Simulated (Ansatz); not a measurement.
# How many bands does the GW gap of NaF (Villiaumite) need?, part 2 of 2

Wanted: a G0W0 gap for NaF (Villiaumite) that is converged in bands and cutoff, or an estimate of the limit.

Ansatz 0.2.0; G0W0 on PBE, plane waves, PAW; PAW set soft_1. Known limits of the many-body steps: not at the basis limit; coarse k mesh.

So far. Step 4 (158 empty bands, screening to 200 eV): Against the run with 6×6×6 mesh, 73 empty bands, screening to 120 eV, PAW set soft_1 files, the gap moves by +0.18 eV. Step 5 (Changing the k mesh: 4×4×4 mesh, 73 empty bands …): Against the run with 6×6×6 mesh, 73 empty bands, screening to 120 eV, PAW set soft_1 files, the gap moves by +0.018 eV.

The database entry behind the starting cell differs from later determinations by our own check (0.1 to 0.3 % short, probably kX units), so it need not match the best structure at ambient conditions.

### Step 6. Changing the frequency model: 6×6×6 mesh, 73 empty bands, screening to 120 eV, plasmon pole, PAW set soft_1 files

A plasmon pole stands in for the full frequency dependence of the screening; this run shows what that costs in accuracy.

Contents of input.yaml:

```yaml
crystal:
  lattice:
    - [0.0, 2.31, 2.31]
    - [2.31, 0.0, 2.31]
    - [2.31, 2.31, 0.0]
  atoms:
    - { symbol: Na, position: [0.0, 0.0, 0.0] }
    - { symbol: F, position: [0.5, 0.5, 0.5] }
kpoints:
  mp_grid: { grid: [6, 6, 6] }
hamiltonian:
  xc: pbe
  pseudopotentials: { kind: paw, azcp: { folder: soft_1 } }
scf:
  occupations: { method: fixed }
gw:
  n_empty_bands: 73
  ecut_chi: 120
  qp_bands: [v2, c2]
  qp_kpoints: band_edges
  screening: { model: godby_needs }
```

Started as:

```sh
$ ansatz run input.yaml --threads 24 --pin off --max-ram 82944MiB --backend cuda --events-out ev --progress --plain --runs-dir out --devices 1 --max-vram 78GiB
```

Numbers of over 12 decimals in the logs are rounded to 6 here.

The program printed:

```text
GPUs: using 1 of 1 available (devices: 1).
[...]
Crystal: 2 atoms, lattice volume = 24.653 Å³
Basis set: ecut = 420 eV, 531 PW (Γ)
Bands: 12, of which v1, the nominal top of the filled ones, is band 8 counted from 1 (7 counted from 0)
Symmetry: 48 space group operations
[...]
k-points: 16 of 216
[...]
4    10     17.3446    -1.8571    -3.2418    -6.5091  0.8962    18.7434    18.7548  root ?
[...]
14     7      0.2499   -30.0376     5.0923   -22.0651  0.8241    -2.6862    -2.6304  root
    14     8      0.5682   -30.7069     5.1647   -22.7528  0.8227    -2.2739    -2.2212  root
    14     9     13.4585    -5.7766    -3.0167   -10.5897  0.8956    15.2637    15.2550  root
    14    10     13.9730    -6.9906    -3.0068   -12.0212  0.8835    16.0023    15.9967  root
[key lines of the parts left out:]
SCF converged after 7 iterations
Free energy (F): -2297.425036 eV
Fermi energy:    0.984376 eV
```

It took 2.9 s on 1 × NVIDIA GB200 (shared by 2 runs) with 24 threads of Arm Neoverse V2, shared host; peak memory 1.1 GiB; 12 s of CPU time.

Numbers from this step:

* bands summed: 81
* plasmon-pole fit frequency: 29.91 eV
* RPA ε∞ on this mesh (eigenvalues): 1.807, 1.807, 1.807
* plane waves in the screening matrix: 65
* G0W0 gap on the mesh: 10.48 eV
* k of the valence top: 0, 0, 0
* k of the conduction bottom: 0, 0, 0
* starting gap on the mesh: 6.365 eV
* least direct G0W0 gap on the computed points: 10.48 eV

Against the run with 6×6×6 mesh, 73 empty bands, screening to 120 eV, PAW set soft_1 files, the gap moves by +0.06 eV.

### Step 7. Changing the files: 6×6×6 mesh, 73 empty bands, screening to 120 eV, hard PAW files

Other atomic data (hard PAW) test the pseudisation: the cutoff goes from 420 to 1050 eV, with the same valence electrons.

This step: G0W0 on PBE, plane waves, PAW.

input.yaml, the sections that differ from step 6:

```yaml
hamiltonian:
  xc: pbe
  pseudopotentials: { kind: paw, source: ansatz }
gw:
  n_empty_bands: 73
  ecut_chi: 120
  qp_bands: [v2, c2]
  qp_kpoints: band_edges
  screening: { model: contour_deformation }
# crystal, kpoints, scf: as in step 6
```

The program printed:

```text
GPUs: using 1 of 1 available (devices: 1).
[...]
Crystal: 2 atoms, lattice volume = 24.653 Å³
Basis set: ecut = 1050 eV, 1917 PW (Γ)
Bands: 12, of which v1, the nominal top of the filled ones, is band 8 counted from 1 (7 counted from 0)
Symmetry: 48 space group operations
[...]
k-points: 16 of 216
[...]
11     7     -0.1108   -29.7101     5.1532   -21.7160  0.8037    -3.0561    -2.9517  root ?
[...]
14     7      0.0693   -30.0445     5.1734   -22.0685  0.8037    -2.8323    -2.7333  root
    14     8      0.3873   -30.7105     5.2279   -22.7520  0.8032    -2.4335    -2.3434  root
    14     9     13.2812    -5.7846    -3.1050   -10.5917  0.8782    15.0062    14.9832  root
    14    10     13.7936    -6.9842    -3.1256   -12.0082  0.8685    15.7250    15.6920  root
[key lines of the parts left out:]
SCF converged after 7 iterations
Free energy (F): -2297.447689 eV
Fermi energy:    0.804015 eV
```

Elapsed: 3.1 s, on 1 × NVIDIA GB200 (shared by 2 runs) with 24 threads; peak memory 1.2 GiB.

This step gave:

```yaml
bands_summed: 81
rpa_eps_infinity_on_this_mesh_eigenvalues: 1.814, 1.814, 1.814
plane_waves_in_the_screening_matrix: 65
g0w0_gap_on_the_mesh: 10.39 eV
k_of_the_valence_top: 0, 0, 0
k_of_the_conduction_bottom: 0, 0, 0
starting_gap_on_the_mesh: 6.361 eV
least_direct_g0w0_gap_on_the_computed_points: 10.39 eV
```

Against the run with 6×6×6 mesh, 73 empty bands, screening to 120 eV, PAW set soft_1 files, the gap moves by −0.03 eV.

### Step 8. The runs together

Times are wall times on 1 × NVIDIA GB200 (shared by 2 runs) with 24 threads of Arm Neoverse V2, shared host, good to a factor of about two.

```csv
mesh,files,frequency,bands summed,cutoff (eV),start (eV),G0W0 (eV),time,host memory (GiB)
6×6×6,PAW set soft_1,contour deformation,34,60,6.365,10.528,2.5 s,1.0
6×6×6,PAW set soft_1,contour deformation,81,120,6.365,10.422,2.4 s,1.0
6×6×6,PAW set soft_1,contour deformation,166,200,6.365,10.602,3.2 s,1.1
4×4×4,PAW set soft_1,contour deformation,81,120,6.364,10.440,1.4 s,1.0
6×6×6,PAW set soft_1,plasmon pole,81,120,6.365,10.484,2.9 s,1.1
6×6×6,hard PAW,contour deformation,81,120,6.361,10.390,3.1 s,1.2
```

How the two edges are built up, in eV (the quasiparticle level is the starting level plus Σx plus Σc less Vxc):

```csv
run,edge,start,Σx,Σc,Vxc,Z,QP
34 bands,valence top,0.98,-31.48,5.19,-23.63,0.81,-1.68
34 bands,conduction bottom,7.35,-5.98,-2.77,-10.25,0.90,8.85
81 bands,valence top,0.98,-31.48,5.24,-23.63,0.80,-1.62
81 bands,conduction bottom,7.35,-5.98,-2.82,-10.25,0.90,8.80
166 bands,valence top,0.98,-31.48,5.08,-23.63,0.80,-1.79
166 bands,conduction bottom,7.35,-5.98,-2.81,-10.25,0.90,8.81
```

### Step 9. Outcome

```json
{
 "34 bands, 60 eV": "10.528 eV",
 "81 bands, 120 eV": "10.422 eV",
 "166 bands, 200 eV": "10.602 eV",
 "mesh and start": "6×6×6, PBE"
}
```

**Reading.** From 34 to 166 bands the gap moves by +0.07 eV. Σc changes by −0.11 eV at the valence top and −0.04 eV at the conduction bottom, so the valence edge carries most of the change. The gap turns back along the series, so no limit is drawn from it. On the 4×4×4 mesh in place of 6×6×6 the gap differs by +0.02 eV, of which −0.001 eV is already in the start. The plasmon-pole model gives +0.06 eV against contour deformation, 2 % of the correction, and saved no time in this program. Hard PAW files move the gap by −0.03 eV at equal bands and cutoff, −0.004 eV of it in the start.

[Paths, hosts, dates, memory and timing lines, banners, echoed tables and standing remarks are left out of the program output.]

[Logs are printed without paths, hosts, clocks, repeated set-up lines and the standing remarks that a program may print on its own settings, such as how far it seeks lower states.]

[Runs of the session that timed out or met a known fault of the program may be left out.]

[Cells called generated may have been cut or substituted from an entry of the Crystallography Open Database or the Materials Project.]

[Hosts, paths, dates, database ids (printed as entryN), source tags and the programs' standing remarks are cut or masked in the printed files.]
